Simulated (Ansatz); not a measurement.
# C on Ta(110): change of the work function, part 3 of 5

Wanted: Δφ(θ) for C/Ta(110), starting from the top site.

Ansatz 0.2.0; plane-wave DFT, PBE, Ansatz PAW (the session's first sound run).

So far, work function, upper face (eV): step 2 (the clean slab) 4.76; step 3 (17 atoms, coverage 0.25 ML, cell 2x2) 5.27.

## 4. The covered slab, k-mesh 6×6×1, coverage 0.5 ML

System of this step: Ta8C (C/Ta(110)). The cell holds 18 atoms: 16 Ta and 2 C. Cell: a = 5.733 Å, b = 5.733 Å, c = 27.395 Å, α = 90.0°, β = 90.0°, γ = 70.5°. Vacuum lies along c.

Another coverage, to see how the dipoles act on each other as their distance changes.

File input.yaml:

```yaml
crystal:
  lattice:
    - [4.6810468914, -3.31, 0.0]
    - [4.6810468914, 3.31, 0.0]
    - [0.0, 0.0, 27.3949234959]
  atoms:
    - { symbol: Ta, position: [0.0, 0.0, 0.3285280209] }
    - { symbol: Ta, position: [0.25, 0.25, 0.4139644138] }
    - { symbol: Ta, position: [0.0, 0.0, 0.4995769615] }
    - { symbol: Ta, position: [0.25, 0.25, 0.58167432] }
    - { symbol: Ta, position: [0.0, 0.5, 0.3285280209] }
    - { symbol: Ta, position: [0.25, 0.75, 0.4139644138] }
    - { symbol: Ta, position: [0.0, 0.5, 0.4995769615] }
    - { symbol: Ta, position: [0.25, 0.75, 0.58167432] }
    - { symbol: Ta, position: [0.5, 0.0, 0.3285280209] }
    - { symbol: Ta, position: [0.75, 0.25, 0.4139644138] }
    - { symbol: Ta, position: [0.5, 0.0, 0.4995769615] }
    - { symbol: Ta, position: [0.75, 0.25, 0.58167432] }
    - { symbol: Ta, position: [0.5, 0.5, 0.3285280209] }
    - { symbol: Ta, position: [0.75, 0.75, 0.4139644138] }
    - { symbol: Ta, position: [0.5, 0.5, 0.4995769615] }
    - { symbol: Ta, position: [0.75, 0.75, 0.58167432] }
    - { symbol: C, position: [0.25, 0.25, 0.6714719791] }
    - { symbol: C, position: [0.75, 0.75, 0.6714719791] }
kpoints:
  mp_grid: { grid: [6, 6, 1] }
hamiltonian:
  xc: pbe
scf:
  occupations: { method: fermi_dirac, width: 0.1 }
  convergence: { dr2_threshold: 1.0e-08 }
efield:
  axis: 3
  dipole_correction: true
  ramp_position: 0.97
  ramp_width: 0.06
relax:
  f_tol: 0.02
  max_steps: 60
  constraints: [{ sites: [0, 1, 4, 5, 8, 9, 12, 13] }]
output:
  bader: true
  dos: { projected: true, e_range: [-8, 4] }
  write_potential: true
  write_density: true
  volumetric_format: npy
```

Command:

```
$ ansatz run input.yaml --threads 4 --pin off --max-ram 6144MiB --backend cpu --events-out ev --progress --plain --runs-dir out
```

Numbers of over 12 decimals in the logs are rounded to 6 here.

Log:

```text
[...]
Crystal: 18 atoms, lattice volume = 848.928 Å³
Basis set: ecut = 420 eV, 16651 PW (Γ), exchange–correlation on 80×80×384 points (8 copies of the dense FFT grid, shifted against one another)
Bands: 130, of which v1, the nominal top of the filled ones, is band 108 counted from 1 (107 counted from 0)
Symmetry: 8 space group operations
[...]
k-points: 13 of 36
[...]
SCF iter   1: F=—  HF=-159399.691750 eV  |F-HF|=—  |Δ(HF+E_count)|=         —  Δρ=1.84e-2  dr2=3.65e1  ethr=1.77e-3  p=-0.409 e·Å  D=-8.72e-2 V/Å  ΔV_dip=2.39 eV  dr2_dipole=9.12e0  V_vac-E_F(+/−)=7.33/4.94 eV  ⟨swp⟩=10.2  Hψ=8683  notcnv=0
[...]
SCF iter  10: F=-159398.919357 eV  HF=-159398.919357 eV  |F-HF|=5.12e-9  |Δ(HF+E_count)|=   1.96e-8  Δρ=3.05e-7  dr2=1.99e-9  ethr=4.63e-12  p=-0.281 e·Å  D=-6.00e-2 V/Å  ΔV_dip=1.64 eV  dr2_dipole=1.12e-11  V_vac-E_F(+/−)=6.43/4.78 eV  ⟨swp⟩=12.5  Hψ=12729  notcnv=0
SCF 1 converged in 10 iterations: F = -159398.919357 eV  dr2 = 1.99e-9
[...]
relax step   1: F+E_penalty+E_count = -159398.91935736 eV  Δ(F+E_penalty+E_count) = +0.000e0 eV  max|allowed force component| = 3.445e0 eV/Å  Δτ_max = 0.0000 Å  (10 SCF iters, accepted)
[...]
SCF iter   1: F=—  HF=-159401.899479 eV  |F-HF|=—  |Δ(HF+E_count)|=         —  Δρ=2.14e-2  dr2=3.47e1  ethr=3.10e-3  p=-0.281 e·Å  D=-6.00e-2 V/Å  ΔV_dip=1.64 eV  dr2_dipole=1.16e1  V_vac-E_F(+/−)=6.49/4.84 eV  ⟨swp⟩=5.8  Hψ=3558  notcnv=0  defer=2
[...]
SCF iter  10: F=-159400.940525 eV  HF=-159400.940525 eV  |F-HF|=3.81e-8  |Δ(HF+E_count)|=   2.56e-8  Δρ=7.68e-7  dr2=6.44e-9  ethr=4.63e-12  p=-0.307 e·Å  D=-6.55e-2 V/Å  ΔV_dip=1.79 eV  dr2_dipole=8.95e-11  V_vac-E_F(+/−)=6.58/4.78 eV  ⟨swp⟩=12.7  Hψ=14716  notcnv=0
SCF 2 converged in 10 iterations: F = -159400.940525 eV  dr2 = 6.44e-9
[...]
relax step   2: F+E_penalty+E_count = -159400.94052535 eV  Δ(F+E_penalty+E_count) = -2.021e0 eV  max|allowed force component| = 2.924e0 eV/Å  Δτ_max = 0.1949 Å  (10 SCF iters, accepted)
SCF iter   1: F=—  HF=-159402.467314 eV  |F-HF|=—  |Δ(HF+E_count)|=         —  Δρ=1.64e-2  dr2=1.83e1  ethr=3.10e-3  p=-0.307 e·Å  D=-6.55e-2 V/Å  ΔV_dip=1.79 eV  dr2_dipole=5.64e0  V_vac-E_F(+/−)=6.62/4.83 eV  ⟨swp⟩=4.8  Hψ=3463  notcnv=0  defer=2
[...]
SCF iter  10: F=-159401.835105 eV  HF=-159401.835105 eV  |F-HF|=1.98e-8  |Δ(HF+E_count)|=   1.21e-7  Δρ=6.25e-7  dr2=6.46e-9  ethr=4.63e-12  p=-0.269 e·Å  D=-5.74e-2 V/Å  ΔV_dip=1.57 eV  dr2_dipole=4.06e-10  V_vac-E_F(+/−)=6.35/4.78 eV  ⟨swp⟩=11.5  Hψ=13502  notcnv=0
SCF 3 converged in 10 iterations: F = -159401.835105 eV  dr2 = 6.46e-9
relax step   3: F+E_penalty+E_count = -159401.83510480 eV  Δ(F+E_penalty+E_count) = -8.946e-1 eV  max|allowed force component| = 1.540e0 eV/Å  Δτ_max = 0.1949 Å  (10 SCF iters, accepted)
[...]
relax step   4: F+E_penalty+E_count = -159402.30040419 eV  Δ(F+E_penalty+E_count) = -4.653e-1 eV  max|allowed force component| = 3.973e-1 eV/Å  Δτ_max = 0.1941 Å  (10 SCF iters, accepted)
[...]
relax step   5: F+E_penalty+E_count = -159402.34244251 eV  Δ(F+E_penalty+E_count) = -4.204e-2 eV  max|allowed force component| = 1.403e-1 eV/Å  Δτ_max = 0.1034 Å  (9 SCF iters, accepted)
SCF iter   1: F=—  HF=-159402.353133 eV  |F-HF|=—  |Δ(HF+E_count)|=         —  Δρ=1.72e-3  dr2=1.65e-1  ethr=6.60e-4  p=-0.214 e·Å  D=-4.56e-2 V/Å  ΔV_dip=1.25 eV  dr2_dipole=1.89e-2  V_vac-E_F(+/−)=6.04/4.79 eV  ⟨swp⟩=2.4  Hψ=2593  notcnv=0  defer=8
[...]
SCF iter   8: F=-159402.347223 eV  HF=-159402.347223 eV  |F-HF|=1.57e-8  |Δ(HF+E_count)|=   5.07e-8  Δρ=4.63e-7  dr2=3.65e-9  ethr=4.63e-12  p=-0.217 e·Å  D=-4.63e-2 V/Å  ΔV_dip=1.27 eV  dr2_dipole=1.23e-10  V_vac-E_F(+/−)=6.06/4.79 eV  ⟨swp⟩=12.7  Hψ=13603  notcnv=0
SCF 6 converged in 8 iterations: F = -159402.347223 eV  dr2 = 3.65e-9
relax step   6: F+E_penalty+E_count = -159402.34722277 eV  Δ(F+E_penalty+E_count) = -4.780e-3 eV  max|allowed force component| = 9.398e-3 eV/Å  Δτ_max = 0.0272 Å  (8 SCF iters, accepted)
[...]
WARN: The output density's exchange-correlation potential varies sharply where the density is thin. Do not read a vacuum level from v_tot or v_xc, or from such a field of the output density. On a cell that repeats whose density bears no net charge and no dipole along the vacuum's axis use v_es (v_loc + v_h of the components); under efield.dipole_correction with no amplitude use v_es + v_field, which holds any externa [...]
SCF converged after 8 iterations
Free energy (F): -159402.347223 eV
[...]
Internal energy: -159401.657007 eV  (E = F + TS)
E sigma→0 (E₀):  -159402.002115 eV
Entropy (-TS):   -0.690216 eV (-38.345 meV/atom)
Fermi energy:    3.119076 eV
Dipole field:    D = -0.046265 V/Å  (p = -0.217052 e·Å, saw-weighted, corrected)
Work function:   Φ+ = 6.0575 eV   Φ− = 4.7901 eV
[...]
--- Forces (eV/Å), atoms counted from 1 ---
  atom   1  Ta    -0.00000000    -0.00000000     0.46098938
  atom   2  Ta    -0.00000000     0.00000000    -0.47883083
  atom   3  Ta    -0.00000000     0.00000000     0.00745965
  atom   4  Ta    -0.00000000     0.00000000     0.00582227
  atom   5  Ta     0.00000000     0.00000000     0.38018887
  atom   6  Ta    -0.00000000     0.00000000    -0.37014176
  atom   7  Ta    -0.00000000     0.00000000     0.00645128
  atom   8  Ta     0.00000000    -0.00000000    -0.00252927
  atom   9  Ta     0.00000000     0.00000000     0.38018887
  atom  10  Ta    -0.00000000     0.00000000    -0.37014176
  atom  11  Ta    -0.00000000     0.00000000     0.00645128
  atom  12  Ta     0.00000000    -0.00000000    -0.00252927
  atom  13  Ta    -0.00000000     0.00000000     0.46098938
  atom  14  Ta    -0.00000000     0.00000000    -0.47883083
  atom  15  Ta    -0.00000000    -0.00000000     0.00745965
  atom  16  Ta    -0.00000000     0.00000000     0.00582227
  atom  17  C      0.00000000     0.00000000    -0.00939828
  atom  18  C      0.00000000    -0.00000000    -0.00939828
  max |Σ_I F_I| component: 2.26e-5 eV/Å
--- Band table (eV; the first three rows and the last of 13) ---
  k-point 0: bands = [... 104 lower, 3.2111, 3.4182, 3.5085, 3.5568, 3.5616, 3.5803, 3.8709, 3.9881, ... 18 higher]
  k-point 1: bands = [... 104 lower, 3.0800, 3.2477, 3.2738, 3.3048, 3.4026, 3.5350, 3.7487, 3.7543, ... 18 higher]
  k-point 2: bands = [... 104 lower, 2.8295, 2.8871, 2.9301, 2.9623, 3.0252, 3.0425, 3.0925, 3.2297, ... 18 higher]
  k-point 12: bands = [... 104 lower, 2.9852, 3.2471, 3.2626, 3.2737, 3.2789, 3.3731, 3.4329, 3.4432, ... 18 higher]
--- Relaxed structure (6 steps of the walk, 6 accepted, 0 SCFs on fresh bases) ---
  F+E_penalty+E_count = -159402.34722277 eV   max|allowed force component| = 9.398e-3 eV/Å
  atoms:
    - { symbol: Ta, position: [0.0, 0.0, 0.3285280209] }
    - { symbol: Ta, position: [0.25, 0.25, 0.413964] }
    - { symbol: Ta, position: [0, 0, 0.501110] }
    - { symbol: Ta, position: [0.25, 0.25, 0.578617] }
    - { symbol: Ta, position: [-5.551115123125783e-17, 0.5, 0.3285280209] }
    - { symbol: Ta, position: [0.25, 0.75, 0.413964] }
    - { symbol: Ta, position: [-5.551115123125783e-17, 0.5, 0.498427] }
    - { symbol: Ta, position: [0.25, 0.75, 0.587942] }
    - { symbol: Ta, position: [0.5, -5.551115123125783e-17, 0.3285280209] }
    - { symbol: Ta, position: [0.75, 0.25, 0.413964] }
    - { symbol: Ta, position: [0.5, -5.551115123125783e-17, 0.498427] }
    - { symbol: Ta, position: [0.75, 0.25, 0.587942] }
    - { symbol: Ta, position: [0.5, 0.5, 0.3285280209] }
    - { symbol: Ta, position: [0.75, 0.75, 0.413964] }
    - { symbol: Ta, position: [0.5, 0.5, 0.501110] }
    - { symbol: Ta, position: [0.75, 0.75, 0.578617] }
    - { symbol: C, position: [0.25, 0.25, 0.647378] }
    - { symbol: C, position: [0.75, 0.75, 0.647378] }
--- Bader charges: 18 sites ---
  site symbol  charge [e]  shift [e]
     0     Ta     -0.1002     0.0000
     1     Ta      0.0976     0.0000
     2     Ta      0.1337     0.0000
     3     Ta      0.2934     0.0023
     4     Ta     -0.1041     0.0000
     5     Ta      0.0933     0.0000
     6     Ta      0.0397     0.0000
     7     Ta      0.2474     0.0000
     8     Ta     -0.1041     0.0000
     9     Ta      0.0934     0.0000
    10     Ta      0.0397     0.0000
    11     Ta      0.2475     0.0000
    12     Ta     -0.1002     0.0000
    13     Ta      0.0977     0.0000
    14     Ta      0.1336     0.0000
    15     Ta      0.2934     0.0023
    16      C     -0.7009     0.0023
    17      C     -0.7009     0.0023
  estimated error of the sums over rays = 8.7e-4 e
```

The job ended after 11 min (4 threads of Arm Neoverse N1, shared host; peak memory 3 GiB; 38 min of CPU time).

Step by step:

| step | energy less that of the first step (eV) | largest force component (eV/Å) |
| --- | --- | --- |
| 1 | 0.0000 | 3.4446 |
| 2 | -2.0212 | 2.9242 |
| 3 | -2.9157 | 1.5398 |
| 4 | -3.3810 | 0.3973 |
| 5 | -3.4231 | 0.1403 |
| 6 | -3.4279 | 0.0094 |

The run keeps the 8 symmetry operations that it works with, so distortions that break them were not tested.

The atoms that moved most (Å):

| atom | dx | dy | dz | length |
| --- | --- | --- | --- | --- |
| C18 | 0.000 | 0.000 | -0.660 | 0.660 |
| C17 | 0.000 | 0.000 | -0.660 | 0.660 |
| Ta8 | 0.000 | 0.000 | 0.172 | 0.172 |
| Ta12 | 0.000 | 0.000 | 0.172 | 0.172 |
| Ta16 | 0.000 | 0.000 | -0.084 | 0.084 |
| Ta4 | 0.000 | 0.000 | -0.084 | 0.084 |
| Ta3 | 0.000 | 0.000 | 0.042 | 0.042 |
| Ta15 | 0.000 | 0.000 | 0.042 | 0.042 |

Final coordinates:

```xyz
18
Lattice="4.6810 -3.3100 0.0000 4.6810 3.3100 0.0000 0.0000 0.0000 27.3949" Properties=species:S:1:pos:R:3
Ta    0.0000    0.0000    9.0000
Ta    2.3405    0.0000   11.3405
Ta    0.0000    0.0000   13.7279
Ta    2.3405    0.0000   15.8512
Ta    2.3405    1.6550    9.0000
Ta    4.6810    1.6550   11.3405
Ta    2.3405    1.6550   13.6544
Ta    4.6810    1.6550   16.1066
Ta    2.3405   -1.6550    9.0000
Ta    4.6810   -1.6550   11.3405
Ta    2.3405   -1.6550   13.6544
Ta    4.6810   -1.6550   16.1066
Ta    4.6810    0.0000    9.0000
Ta    7.0216    0.0000   11.3405
Ta    4.6810    0.0000   13.7279
Ta    7.0216    0.0000   15.8512
C     2.3405    0.0000   17.7349
C     7.0216    0.0000   17.7349
```

Numbers from this step:

```yaml
energy_at_zero_smearing: -159402.0021 eV
work_function_upper_face: 6.058 eV
work_function_lower_face: 4.790 eV
dipole_along_the_normal: -0.2171 e·Å
step_between_the_vacuum_levels: 1.267 eV
```

The density of states has structure finer than the step of the table below, so its rows give means over 0.25 eV, whole bins alone (the curve runs from -8 to 1.86 eV). Peaks (eV: height): -3.070: 23.9, -2.380: 22.4, -1.650: 33.9, -1.380: 63.7, -1.260: 31.7, -0.780: 32.5, -0.330: 33.8.

The density of states by energy, zero at the Fermi level; means over each step:

energy (eV), density of states (states/eV a cell) and a bar:
```
    -7.50        0.0 
    -7.25        0.5 #
    -7.00        0.9 #
    -6.75        1.0 #
    -6.50        1.0 #
    -6.25        1.0 #
    -6.00        1.9 ##
    -5.75        2.3 ##
    -5.50        2.6 ###
    -5.25        2.1 ##
    -5.00        2.1 ##
    -4.75        5.1 #####
    -4.50        4.7 #####
    -4.25        7.7 ########
    -4.00        8.7 #########
    -3.75       12.0 ############
    -3.50        9.8 ##########
    -3.25       16.4 #################
    -3.00       19.6 ####################
    -2.75       16.1 ################
    -2.50       11.9 ############
    -2.25       13.3 ##############
    -2.00       12.7 #############
    -1.75       15.9 ################
    -1.50       26.3 ###########################
    -1.25       29.5 ##############################
    -1.00       21.7 ######################
    -0.75       27.9 ############################
    -0.50       24.0 ########################
    -0.25       28.8 #############################
     0.00       20.3 #####################
     0.25       17.7 ##################
     0.50       13.8 ##############
     0.75       11.7 ############
     1.00       10.3 ##########
     1.25       10.5 ###########
     1.50       10.6 ###########
```

Projected DOS per atom over height of the atomic layer and energy from the Fermi level. Layers: Ta4 Ta4 Ta4 Ta4 C2 from below.

Ten even steps from '_' (0.00 states/eV) to '@' (2.10 states/eV), each cell a mean:
```
==::::--..
--::::::::
--..::----
++------==
##**++**--
@@++++++==
##****++==
##%%%%**++
::::----==
::----==--
==++==++::
--======..
::----::__
..::::..__
........__
__________
__________
__________
__________
__________
__________
__________
```
Columns: height of the atomic layer (Å) from 9 to 17.7 (not evenly spaced); rows upwards: energy from the Fermi level (eV) from -7.96 to 1.84.

The relaxation took 6 steps and lowered the energy by 3.4 eV; the largest force on the free atoms ends at 0.0094 eV/Å.

The covered face has 6.06 eV, +1.29 eV against the clean one; the bare back face has moved by -0.03 eV, a measure of how thin the slab is.

## 5. Adsorbate added, k-mesh 11×11×1, coverage 1 ML

System of this step: Ta4C (C/Ta(110)). The cell holds 5 atoms: 4 Ta and 1 C. Cell: a = 2.867 Å, b = 2.867 Å, c = 27.395 Å, α = 90.0°, β = 90.0°, γ = 70.5°. Vacuum lies along c.

Another coverage, to see how the dipoles act on each other as their distance changes.

input.yaml, the sections that differ from step 4:

```yaml
crystal:
  lattice:
    - [2.3405234457, -1.655, 0.0]
    - [2.3405234457, 1.655, 0.0]
    - [0.0, 0.0, 27.3949234959]
  atoms:
    - { symbol: Ta, position: [0.0, 0.0, 0.3285280209] }
    - { symbol: Ta, position: [0.5, 0.5, 0.4139644138] }
    - { symbol: Ta, position: [0.0, 0.0, 0.4995769615] }
    - { symbol: Ta, position: [0.5, 0.5, 0.58167432] }
    - { symbol: C, position: [0.5, 0.5, 0.6714719791] }
kpoints:
  mp_grid: { grid: [11, 11, 1] }
relax:
  f_tol: 0.02
  max_steps: 60
  constraints: [{ sites: [0, 1] }]
output:
  bader: true
  write_potential: true
  write_density: true
  volumetric_format: npy
# hamiltonian, scf, efield: as in step 4
```

Log:

```text
[...]
Crystal: 5 atoms, lattice volume = 212.232 Å³
Basis set: ecut = 420 eV, 4169 PW (Γ), exchange–correlation on 40×40×384 points (8 copies of the dense FFT grid, shifted against one another)
Bands: 34, of which v1, the nominal top of the filled ones, is band 28 counted from 1 (27 counted from 0)
Symmetry: 4 space group operations
[...]
- { symbol: Ta, position: [0, 0, 0.499763] }
    - { symbol: Ta, position: [0.5, 0.5, 0.583047] }
    - { symbol: C, position: [0.5, 0.5, 0.655510] }
--- Bader charges: 5 sites ---
  site symbol  charge [e]  shift [e]
     0     Ta     -0.1020     0.0000
     1     Ta      0.0959     0.0000
     2     Ta      0.0346     0.0000
     3     Ta      0.3520     0.0009
     4      C     -0.3805     0.0009
  estimated error of the sums over rays = 5.7e-4 e
[key lines of the parts left out:]
SCF converged after 9 iterations
Free energy (F): -39973.711537 eV
Fermi energy:    3.061098 eV
Dipole field:    D = -0.077214 V/Å  (p = -0.090562 e·Å, saw-weighted, corrected)
Work function:   Φ+ = 6.8963 eV   Φ− = 4.7810 eV
```

The job ended after 92 s (4 threads; peak memory 0.58 GiB; 5.4 min of CPU time).

Step by step:

```
step  energy less that of the first step (eV)  largest force component (eV/Å)
   1                                   0.0000                          2.8931
   2                                  -0.7822                          0.9997
   3                                  -0.8659                          0.8632
   4                                  -0.8855                          0.2150
   5                                  -0.8879                          0.0053
```

Forces are held to the 4 operations that the run works with; a distortion that breaks them can't arise in this run.

The atoms that moved most (Å):

```
atom     dx     dy      dz  length
  C5  0.000  0.000  -0.437   0.437
 Ta4  0.000  0.000   0.038   0.038
 Ta3  0.000  0.000   0.005   0.005
```

Final coordinates:

```cif
data_structure
_symmetry_space_group_name_H-M 'P 1'
_symmetry_Int_Tables_number 1
_cell_length_a 2.8665
_cell_length_b 2.8665
_cell_length_c 27.3949
_cell_angle_alpha 90.000
_cell_angle_beta 90.000
_cell_angle_gamma 70.529
_cell_volume 212.23
loop_
_atom_site_label
_atom_site_type_symbol
_atom_site_fract_x
_atom_site_fract_y
_atom_site_fract_z
_atom_site_occupancy
Ta1 Ta 0.00000 0.00000 0.32853 1
Ta2 Ta 0.50000 0.50000 0.41396 1
Ta3 Ta 0.00000 0.00000 0.49976 1
Ta4 Ta 0.50000 0.50000 0.58305 1
C5 C 0.50000 0.50000 0.65551 1
```

The relaxation took 5 steps and lowered the energy by 0.89 eV; the largest force on the free atoms ends at 0.0053 eV/Å.

The covered face has 6.90 eV, +2.13 eV against the clean one; the bare back face has moved by -0.04 eV, a measure of how thin the slab is.

## 6. Work function against coverage

This step: plane-wave DFT, PBE, Ansatz PAW; work function against coverage (Ansatz 0.2.0).

The runs are now put side by side.

This step gave:

```
work function of the clean face     : 4.763 eV
largest change of the work function : 2.133 eV
```

Work function of the covered face against coverage:

| coverage (adsorbates/nm²) | work function of the covered face (eV) |
| --- | --- |
| 0.00 | 4.76 |
| 3.23 | 5.27 |
| 6.45 | 6.06 |
| 12.91 | 6.90 |

The dipole per adsorbate comes from the change of the cell's dipole. Coverage, by row:

```csv
coverage (1/nm²),coverage (ML),work function (eV),change (eV),"dipole per adsorbate, positive end outwards (debye)",mean height of the added atoms over the highest substrate atom (Å)
3.227,0.25,5.272,0.5086,-0.446,1.719
6.454,0.5,6.058,1.294,-0.544,1.628
12.91,1,6.896,2.133,-0.446,1.985
```

(Continued in part 4 of 5.)

[Logs are printed without paths, hosts, clocks, repeated set-up lines and the standing remarks that a program may print on its own settings, such as how far it seeks lower states.]

[Hosts, paths, dates, database ids (printed as entryN), source tags and the programs' standing remarks are cut or masked in the printed files.]

[Maps of the electrostatic potential energy from Ansatz leave out the sawtooth potential of an applied field or a dipole correction, so their vacuum need not be flat; planar profiles and work functions include it.]
